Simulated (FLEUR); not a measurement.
Computed results, one entry a study.

Magnetic state of MnSe from several starts. The structure is cubic, space group F-43m (No. 216). Conventional cell: a = 5.820 Å, b = 5.820 Å, c = 5.820 Å, α = 90.00°, β = 90.00°, γ = 90.00°. Nearest to Mn lie 4 Se at 2.52 Å. Nearest to Se lie 4 Mn at 2.52 Å. Farther neighbours and most contacts between anions are not listed. The calculation used PBEsol; all-electron FLAPW, Dirac cores, scalar-relativistic bands (and 1 further level or step) in FLEUR MaX-R8.1, with kmax 3.6 1/bohr, gmax 10.8 1/bohr, muffin tin radii Mn: 2.32, Se: 2.32 bohr, lmax Mn: [8, 6], Se: [8, 6], hist occupations, smearing width 0.08 eV, mixer Anderson, mixing 0.05, max iterations 90, stop 2.00e-5 me/bohr³, collinear spin, 6×3×6 k-mesh, mesh matched on, starting moments 4.5 -4.5 0 0 μB in one of its runs. The lowest state found is antiferromagnetic (initial antiferro q=(0,1/2,1/2) +-), the largest site spin moment is 4.20 μB and the next finished state is antiferromagnetic, 48.0 meV a seeded atom higher. The energy gained by spin polarisation is 2162 meV a seeded atom and the orbital moment on the atom of largest spin, along its spin (spin–orbit run) is 0.0135 μB. It took 6 runs, 16 min in all on 4 MPI ranks of Arm Neoverse V2, shared host (the runs of this entry). The lowest state found is antiferromagnetic, reached from the start antiferro q=(0,1/2,1/2) +-, with moments up to 4.20 μB. The next finished state costs 48 meV a seeded atom. The database entry behind the starting cell is an old determination (1938). This is the lowest of 4 finished starts, no proof of the ground state.

```xyz
4
Lattice="0.0000 2.9100 2.9100 5.8200 0.0000 5.8200 5.8200 2.9100 2.9100" Properties=species:S:1:pos:R:3 pbc="T T T"
Mn    0.0000    0.0000    0.0000
Mn    2.9100    0.0000    2.9100
Se    1.4550    1.4550    1.4550
Se    4.3650    1.4550    4.3650
```

[Logs and program files are shortened in this print: banners, set-up blocks, solver, clock and traceback lines can be left out without a mark of their own.]

[Logs are printed without paths, hosts, clocks, repeated set-up lines and the standing remarks that a program may print on its own settings, such as how far it seeks lower states.]

[Hosts, paths, dates, database ids (printed as entryN), source tags and the programs' standing remarks are cut or masked in the printed files.]

[Where a cell is said to come from a database of computed structures, the database is the Materials Project.]
